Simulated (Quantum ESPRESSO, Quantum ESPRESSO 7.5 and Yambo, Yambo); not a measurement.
## MoS2 (P6_3/mmc): Bethe-Salpeter spectra with Yambo

Wanted: excitons and ε₂ of MoS2 (P6_3/mmc), with cost.

Method: PBE and many-body steps on it, plane waves, in Quantum ESPRESSO 7.5 and Yambo 5.3.0.

Most raw output is cut from this account.

The database entry behind the starting cell differs from later determinations by our own check (about 0.3 % long), so it need not match the best structure at ambient conditions.

### 1. The structure

Symmetry: P6_3/mmc, No. 194, hexagonal system. The conventional cell has a = 3.169 Å, b = 3.169 Å, c = 12.324 Å, α = 90.00°, β = 90.00°, γ = 120.00°. Mo has 6 S at 2.41 Å nearest. Nearest to S lie 3 Mo at 2.41 Å. Farther neighbours and most contacts between anions are not listed.

Coordinates:

```cif
data_structure
_symmetry_space_group_name_H-M 'P6_3/mmc'
_symmetry_Int_Tables_number 194
_cell_length_a 3.1690
_cell_length_b 3.1690
_cell_length_c 12.3240
_cell_angle_alpha 90.000
_cell_angle_beta 90.000
_cell_angle_gamma 120.000
_cell_volume 107.18
loop_
_atom_site_label
_atom_site_type_symbol
_atom_site_symmetry_multiplicity
_atom_site_Wyckoff_symbol
_atom_site_fract_x
_atom_site_fract_y
_atom_site_fract_z
_atom_site_occupancy
Mo1 Mo 2 c 0.33333 0.66667 0.25000 1
S1 S 4 f 0.33333 0.66667 0.62300 1
```

The cell and positions come from the Crystallography Open Database and are kept as given unless a step says otherwise.

### 2. Empty states on the mesh, 3×3×1 mesh, 112 bands

This step: Quantum ESPRESSO 7.5; DFT, PBE, plane waves, norm-conserving pseudopotentials.

The sums over transitions need many empty states on a uniform mesh; this step solves for them.

Input file pw.in:

```
&control
  calculation = 'nscf'
  prefix = 'x'
  outdir = 'o'
  pseudo_dir = 'pseudo'
/
&system
  ibrav = 0
  nat = 6
  ntyp = 2
  ecutwfc = 72.0
  nbnd = 112
  force_symmorphic = .true.
/
&electrons
  conv_thr = 1e-9
  electron_maxstep = 80
  diago_full_acc = .true.
  diago_thr_init = 5e-6
/
ATOMIC_SPECIES
  Mo 95.95 Mo.upf
  S 32.06 S.upf
CELL_PARAMETERS angstrom
  3.1690000000 -0.0000000000 0.0000000000
  -1.5845000000 2.7444345046 0.0000000000
  0.0000000000 0.0000000000 12.3240000000
ATOMIC_POSITIONS crystal
  Mo 0.3333333333 0.6666666667 0.2500000000
  Mo 0.6666666667 0.3333333333 0.7500000000
  S 0.3333333333 0.6666666667 0.6230000000
  S 0.6666666667 0.3333333333 0.1230000000
  S 0.3333333333 0.6666666667 0.8770000000
  S 0.6666666667 0.3333333333 0.3770000000
K_POINTS automatic
  3 3 1 0 0 0
```

On the command line:

```sh
> OMP_NUM_THREADS=1 mpirun -n 8 pw.x -nk 4 -in pw.in > pw.out
```

Wall time 5.5 s (8 MPI ranks of Arm Neoverse V2, shared host); peak memory 0.63 GiB; 43 s of CPU time.

This step gave:

```yaml
gap: 1.052 eV
k_of_the_valence_top: 0, 0, 0
k_of_the_conduction_bottom: 0.3333, 0.3333, 0
least_direct_gap: 1.654 eV
k_points_computed: 3
lowest_point_of_the_top_converged_band_above_the_valence_top: 38.63 eV
```

On this mesh the gap is 1.052 eV.

The density comes from a self-consistent run that is not shown.

### 3. Conversion and set-up

This step: Yambo 5.3.0; conversion and set-up on PBE, plane waves, norm-conserving pseudopotentials.

The states are converted to the many-body program's format and the q mesh is built.

On the command line:

```sh
> (cd o/x.save; p2y > p2y.log; mv SAVE ../..); yambo > setup.log
```

The job ended after 2.1 s (1 MPI rank; peak memory 0.24 GiB).

### 4. Screening and self-energy, 3×3×1 mesh, 112 bands, screening to 95.2 eV

Now the one-shot GW correction: screening in the RPA, then the self-energy of the levels asked for.

This step: G0W0 on PBE, plane waves, norm-conserving pseudopotentials.

Input file gw1.in:

```
HF_and_locXC
gw0
dyson
ppa
em1d
rim_cut
RandQpts= 1000000
RandGvec= 1 RL
EXXRLvcs= 72 Ry
VXCRLvcs= 288 Ry
Chimod= "HARTREE"
% BndsRnXp
 1 | 112 |
%
NGsBlkXp= 7 Ry
% LongDrXp
 1 | 1 | 1 |
%
% GbndRnge
 1 | 112 |
%
DysSolver= "n"
ExtendOut
PPAPntXp= 27.21138 eV
% QPkrange
 1 | 1 | 25 | 28 |
 3 | 3 | 25 | 28 |
%
```

On the command line:

```sh
> OMP_NUM_THREADS=2 mpirun -n 4 yambo -F gw1.in -J gw1 -C gw1 > gw1.log
```

It took 11 s on 4 MPI ranks; peak memory 1.7 GiB.

Numbers from this step:

```yaml
g0w0_gap_on_the_points_computed: 1.740 eV
starting_gap_on_the_mesh: 1.052 eV
k_of_the_valence_top: 0, 0, 0
k_of_the_conduction_bottom: 0.3333, 0.3333, 0
least_direct_g0w0_gap_on_the_computed_points: 2.303 eV
```

The gap on the mesh goes from 1.05 eV to 1.74 eV, a correction of +0.69 eV.

The gap opens by 0.688 eV; the next steps shift the empty bands rigidly by 0.650 eV, the correction at the start's least direct gap. The exciton steps add spin-orbit coupling, which this shift does not hold.

### 5. Empty states on the mesh, 3×3×1 mesh, 102 bands

This step: Quantum ESPRESSO 7.5; DFT, PBE with spin-orbit coupling, plane waves, norm-conserving pseudopotentials.

Edit pw.in of step 2 so:

```diff
@@ -11,4 +11,6 @@
   ecutwfc = 72.0
-  nbnd = 112
+  nbnd = 102
   force_symmorphic = .true.
+  noncolin = .true.
+  lspinorb = .true.
 /
```

On the command line:

```sh
> OMP_NUM_THREADS=1 mpirun -n 8 pw.x -nk 4 -in pw.in > pw.out
```

Elapsed: 9.2 s, on 8 MPI ranks; peak memory 0.9 GiB.

Numbers from this step:

| Item | Value |
| --- | --- |
| gap | 1.045 eV |
| k of the valence top | 0, 0, 0 |
| k of the conduction bottom | 0.3333, 0.3333, 0 |
| least direct gap | 1.622 eV |
| k points computed | 3 |
| lowest point of the top converged band, above the valence top | 12.91 eV |

On this mesh the gap is 1.045 eV.

The density comes from a self-consistent run that is not shown, made with spin-orbit coupling and fully relativistic files.

### 6. Conversion and set-up

This step: Yambo 5.3.0; conversion and set-up on PBE with spin-orbit coupling, plane waves, norm-conserving pseudopotentials.

On the command line:

```sh
> (cd o/x.save; p2y > p2y.log; mv SAVE ../..); yambo > setup.log
```

Elapsed: 2.5 s, on 1 MPI rank; peak memory 0.24 GiB.

### 7. Excitons

Light makes an electron and a hole together. The Bethe-Salpeter equation adds their screened attraction and their exchange, in a window of bands around the gap.

This step: Bethe-Salpeter equation on PBE with a scissors shift with spin-orbit coupling, plane waves, norm-conserving pseudopotentials.

Input file bse3.in:

```
optics
bss
bse
em1s
dipoles
rim_cut
RandQpts= 1000000
RandGvec= 1 RL
Chimod= "HARTREE"
BSKmod= "SEX"
BSEmod= "resonant"
BSSmod= "d"
BSENGexx= 20 Ry
BSENGBlk= 4 Ry
% BSEQptR
 1 | 1 |
%
% BSEBands
 47 | 60 |
%
% BEnRange
 0 | 4 | eV
%
% BDmRange
 0.1 | 0.1 | eV
%
BEnSteps= 81
% BLongDir
 1 | 0 | 0 |
%
% BndsRnXs
 17 | 102 |
%
NGsBlkXs= 4 Ry
% LongDrXs
 1 | 1 | 1 |
%
% KfnQP_E
 0.65 | 1.0 | 1.0 |
%
WRbsWF
FFTGvecs= 32 Ry
```

On the command line:

```sh
> OMP_NUM_THREADS=4 mpirun -n 2 yambo -F bse3.in -J bse3 -C bse3 > bse3.log
```

Elapsed: 6.1 s, on 2 MPI ranks; peak memory 0.64 GiB; 22 s of CPU time.

Numbers from this step:

```yaml
transitions_in_the_window: 432
direct_gap_of_the_transition_levels: 2.272 eV
lowest_state: 1.679 eV
first_strong_exciton_over_a_fiftieth_of_the_strongest_listed: 1.716 eV
binding_of_the_lowest_state_below_the_direct_gap: 0.5924 eV
coulomb_term_of_one_mesh_cell: 0.2867 eV
```

The lowest state lies at 1.679 eV, 0.592 eV under the direct gap.

Lines within 3 meV are set at the lowest of them, and the highest group, which the list may cut short, is left out. Lines of the exciton spectrum (strongest = 100):

| position (eV) | lines merged | strength, relative |
| --- | --- | --- |
| 1.679 | 4 | 0.0 |
| 1.716 | 2 | 22 |
| 1.722 | 2 | 8.6 |
| 1.818 | 4 | 0.0 |
| 1.911 | 2 | 32 |
| 1.917 | 2 | 100 |

Field along x; broadening 0.1 eV; transition window only. Limits: finite bands, cutoff and mesh; coarse k mesh. The ε₂ by photon energy; read off at these points:

| photon energy (eV) | BSE | no electron-hole interaction |
| --- | --- | --- |
| 0.00 | 0.245 | 0.169 |
| 0.15 | 0.284 | 0.191 |
| 0.30 | 0.335 | 0.217 |
| 0.40 | 0.377 | 0.237 |
| 0.55 | 0.458 | 0.274 |
| 0.70 | 0.570 | 0.321 |
| 0.85 | 0.733 | 0.382 |
| 0.95 | 0.887 | 0.433 |
| 1.10 | 1.24 | 0.533 |
| 1.25 | 1.87 | 0.674 |
| 1.40 | 3.23 | 0.886 |
| 1.50 | 5.29 | 1.09 |
| 1.65 | 15.4 | 1.58 |
| 1.80 | 30.5 | 2.52 |
| 1.90 | 55.4 | 3.76 |
| 1.95 | 50.3 | 4.76 |
| 2.05 | 20.6 | 8.55 |
| 2.20 | 7.19 | 30.2 |
| 2.35 | 4.85 | 35.8 |
| 2.50 | 3.82 | 37.7 |
| 2.60 | 2.72 | 18.3 |
| 2.75 | 2.36 | 6.97 |
| 2.90 | 2.89 | 3.69 |
| 3.05 | 4.93 | 2.56 |
| 3.15 | 8.97 | 2.36 |
| 3.30 | 28.1 | 2.61 |
| 3.35 | 30.6 | 2.84 |
| 3.45 | 29.6 | 3.77 |
| 3.60 | 17.9 | 7.80 |
| 3.70 | 13.7 | 14.8 |
| 3.85 | 10.6 | 36.3 |
| 4.00 | 11.9 | 24.8 |

### 8. Empty states on the mesh, 6×6×2 mesh, 102 bands

This step: Quantum ESPRESSO 7.5; DFT, PBE with spin-orbit coupling, plane waves, norm-conserving pseudopotentials.

Edit pw.in of step 5 so:

```diff
@@ -37,2 +37,2 @@
 K_POINTS automatic
-  3 3 1 0 0 0
+  6 6 2 0 0 0
```

On the command line:

```sh
> OMP_NUM_THREADS=1 mpirun -n 8 pw.x -nk 4 -in pw.in > pw.out
```

Run time: 36 s. Hardware: 8 MPI ranks; peak memory 1.1 GiB; 4.8 min of CPU time.

This step gave:

```
gap                                                           : 0.8831 eV
k of the valence top                                          : 0, 0, 0
k of the conduction bottom                                    : 0.1667, 0.1667, 0
least direct gap                                              : 1.622 eV
k points computed                                             : 14
lowest point of the top converged band, above the valence top : 12.88 eV
```

On this mesh the gap is 0.883 eV.

### 9. Conversion and set-up

This step: Yambo 5.3.0; conversion and set-up on PBE with spin-orbit coupling, plane waves, norm-conserving pseudopotentials.

On the command line:

```sh
> (cd o/x.save; p2y > p2y.log; mv SAVE ../..); yambo > setup.log
```

It took 3.5 s on 1 MPI rank; peak memory 0.25 GiB.

### 10. k mesh (6×6×2)

This step: Bethe-Salpeter equation on PBE with a scissors shift with spin-orbit coupling, plane waves, norm-conserving pseudopotentials.

bse5.in, as its differences from bse3.in of step 7:

```diff
@@ -18,3 +18,3 @@
 % BSEBands
- 47 | 60 |
+ 49 | 60 |
 %
```

On the command line:

```sh
> OMP_NUM_THREADS=4 mpirun -n 2 yambo -F bse5.in -J bse5 -C bse5 > bse5.log
```

The job ended after 75 s (2 MPI ranks; peak memory 0.94 GiB).

This step gave:

```yaml
transitions_in_the_window: 2304
direct_gap_of_the_transition_levels: 2.272 eV
lowest_state: 1.969 eV
first_strong_exciton_over_a_fiftieth_of_the_strongest_listed: 1.984 eV
binding_of_the_lowest_state_below_the_direct_gap: 0.3030 eV
coulomb_term_of_one_mesh_cell: 0.1677 eV
```

The binding is 1.8 times the screened Coulomb term of one mesh cell (0.17 eV), so it is not shown settled.

The lowest state lies at 1.969 eV, 0.303 eV under the direct gap.

Field along x; broadening 0.1 eV; transition window only. Limits: finite bands, cutoff and mesh; exciton not shown settled in the k mesh. The ε₂ by photon energy; read off at these points:

| photon energy (eV) | BSE | no electron-hole interaction |
| --- | --- | --- |
| 0.00 | 0.114 | 0.0936 |
| 0.20 | 0.133 | 0.108 |
| 0.40 | 0.158 | 0.125 |
| 0.60 | 0.192 | 0.148 |
| 0.80 | 0.239 | 0.178 |
| 1.00 | 0.309 | 0.219 |
| 1.20 | 0.421 | 0.279 |
| 1.40 | 0.626 | 0.370 |
| 1.60 | 1.10 | 0.526 |
| 1.80 | 2.85 | 0.844 |
| 2.00 | 11.2 | 1.75 |
| 2.10 | 12.0 | 3.08 |
| 2.20 | 8.77 | 6.78 |
| 2.30 | 5.34 | 11.9 |
| 2.40 | 3.65 | 10.5 |
| 2.60 | 4.98 | 5.60 |
| 2.80 | 14.6 | 4.48 |
| 3.00 | 23.5 | 11.2 |
| 3.10 | 25.7 | 14.4 |
| 3.20 | 23.5 | 18.5 |
| 3.40 | 16.2 | 26.0 |
| 3.60 | 14 | 18.3 |
| 3.80 | 5.76 | 16.1 |
| 4.00 | 2.69 | 9.25 |

The window of bands is narrower than in the first exciton run, so this row is not like for like with it.

### 11. Empty states on the mesh, 9×9×2 mesh, 102 bands

This step: Quantum ESPRESSO 7.5; DFT, PBE with spin-orbit coupling, plane waves, norm-conserving pseudopotentials.

Edit pw.in of step 8 so:

```diff
@@ -37,2 +37,2 @@
 K_POINTS automatic
-  6 6 2 0 0 0
+  9 9 2 0 0 0
```

On the command line:

```sh
> OMP_NUM_THREADS=1 mpirun -n 8 pw.x -nk 4 -in pw.in > pw.out
```

The job ended after 55 s (8 MPI ranks; peak memory 1.1 GiB).

This step gave:

```yaml
gap: 0.9581 eV
k_of_the_valence_top: 0, 0, 0
k_of_the_conduction_bottom: 0.1111, 0.2222, 0
least_direct_gap: 1.622 eV
k_points_computed: 24
lowest_point_of_the_top_converged_band_above_the_valence_top: 12.91 eV
```

On this mesh the gap is 0.958 eV.

### 12. Conversion and set-up

This step: Yambo 5.3.0; conversion and set-up on PBE with spin-orbit coupling, plane waves, norm-conserving pseudopotentials.

On the command line:

```sh
> (cd o/x.save; p2y > p2y.log; mv SAVE ../..); yambo > setup.log
```

Run time: 4.5 s. Hardware: 1 MPI rank; peak memory 0.26 GiB.

### 13. k mesh (9×9×2)

This step: Bethe-Salpeter equation on PBE with a scissors shift with spin-orbit coupling, plane waves, norm-conserving pseudopotentials.

bse7.in, as its differences from bse5.in of step 10:

```diff
@@ -18,3 +18,3 @@
 % BSEBands
- 49 | 60 |
+ 49 | 56 |
 %
```

On the command line:

```sh
> OMP_NUM_THREADS=4 mpirun -n 2 yambo -F bse7.in -J bse7 -C bse7 > bse7.log
```

It took 3.1 min on 2 MPI ranks; peak memory 1.2 GiB; 17 min of CPU time.

Numbers from this step:

```yaml
transitions_in_the_window: 2592
direct_gap_of_the_transition_levels: 2.272 eV
lowest_state: 2.088 eV
first_strong_exciton_over_a_fiftieth_of_the_strongest_listed: 2.097 eV
binding_of_the_lowest_state_below_the_direct_gap: 0.1840 eV
coulomb_term_of_one_mesh_cell: 0.1305 eV
```

The binding is 1.4 times the screened Coulomb term of one mesh cell (0.13 eV), so it is not shown settled.

The lowest state lies at 2.088 eV, 0.184 eV under the direct gap.

The window of bands is narrower than in the first exciton run, so this row is not like for like with it.

### 14. Spectrum in a wider window

Input file bse8.in:

```
optics
bss
bse
em1s
dipoles
rim_cut
RandQpts= 1000000
RandGvec= 1 RL
Chimod= "HARTREE"
BSKmod= "SEX"
BSEmod= "resonant"
BSSmod= "h"
BSENGexx= 20 Ry
BSENGBlk= 4 Ry
% BSEQptR
 1 | 1 |
%
% BSEBands
 45 | 64 |
%
% BEnRange
 0 | 7 | eV
%
% BDmRange
 0.1 | 0.1 | eV
%
BEnSteps= 141
% BLongDir
 1 | 0 | 0 |
%
% BndsRnXs
 17 | 102 |
%
NGsBlkXs= 4 Ry
% LongDrXs
 1 | 1 | 1 |
%
% KfnQP_E
 0.65 | 1.0 | 1.0 |
%
BSHayTrs= -0.02
FFTGvecs= 32 Ry
```

On the command line:

```sh
> OMP_NUM_THREADS=4 mpirun -n 2 yambo -F bse8.in -J bse8,bse7_W -C bse8 > bse8.log
```

The job ended after 3.7 min (2 MPI ranks; peak memory 3 GiB).

Numbers from this step:

```yaml
transitions_in_the_window: 15552
direct_gap_of_the_transition_levels: 2.272 eV
```

### 15. The runs together

Times are wall times on 2 MPI ranks of Arm Neoverse V2, shared host, good to a factor of about two.

| run | mesh | transitions | broadening (eV) | direct gap (eV) | lowest state (eV) | binding (eV) | mesh cell's term (eV) | tallest peak (eV) | height | time |
| --- | --- | --- | --- | --- | --- | --- | --- | --- | --- | --- |
| excitons | 3×3×1 | 432 | 0.1 | 2.272 | 1.679 | 0.592 | 0.287 | 1.90 | 55.4 | 6.1 s |
| k mesh (6×6×2) | 6×6×2 | 2304 | 0.1 | 2.272 | 1.969 | 0.303 | 0.168 | 3.10 | 25.7 | 75 s |
| k mesh (9×9×2) | 9×9×2 | 2592 | 0.1 | 2.272 | 2.088 | 0.184 | 0.130 | 3.05 | 19.2 | 3.1 min |
| spectrum in a wider window | 9×9×2 | 15552 | 0.1 | 2.272 | - | - | - | 2.95 | 29.3 | 3.7 min |

### 16. Outcome

| Quantity | Value |
| --- | --- |
| excitons | lowest state 1.679 eV |
| k mesh (6×6×2) | lowest state 1.969 eV (not settled in the k mesh) |
| k mesh (9×9×2) | lowest state 2.088 eV (not settled in the k mesh) |
| spectrum in a wider window | tallest peak 3.0 eV |

What this shows: On the 3×3×1 mesh the lowest exciton lies at 1.679 eV, 0.592 eV below the direct gap; one cell of the mesh carries a screened Coulomb term of 0.29 eV by a cubic estimate, rough for this lattice, so this binding is not shown settled. That state is dark or weak; the first strong one lies at 1.716 eV. Bindings below are those of the lowest state. k mesh (6×6×2), against «excitons (3×3×1)»: the lowest state moves by +0.289 eV (keys changed: BSEBands, the mesh and the band window). k mesh (9×9×2), against «k mesh (6×6×2)»: the lowest state moves by +0.119 eV (keys changed: BSEBands, the mesh and the band window). Spectrum in a wider window, against «k mesh (9×9×2)»: the tallest peak goes from 3.05 eV to 2.95 eV (keys changed: BSEBands, BSSmod, BEnSteps, BSHayTrs, BEnRange and the band window). Lines within a few meV of each other can be one level split by numerical noise, or distinct levels. Screening is static and electronic alone, and only transitions inside the band window count. The 3×3×1 mesh is coarse for this cell, which bears on the long-range parts of exchange and screening.

[Paths, hosts, dates, memory and timing lines, banners, echoed tables and standing remarks are left out of the program output.]

[Logs are printed without paths, hosts, clocks, repeated set-up lines and the standing remarks that a program may print on its own settings, such as how far it seeks lower states.]

[Runs of the session that timed out or met a known fault of the program may be left out.]

[Hosts, paths, dates, database ids (printed as entryN), source tags and the programs' standing remarks are cut or masked in the printed files.]
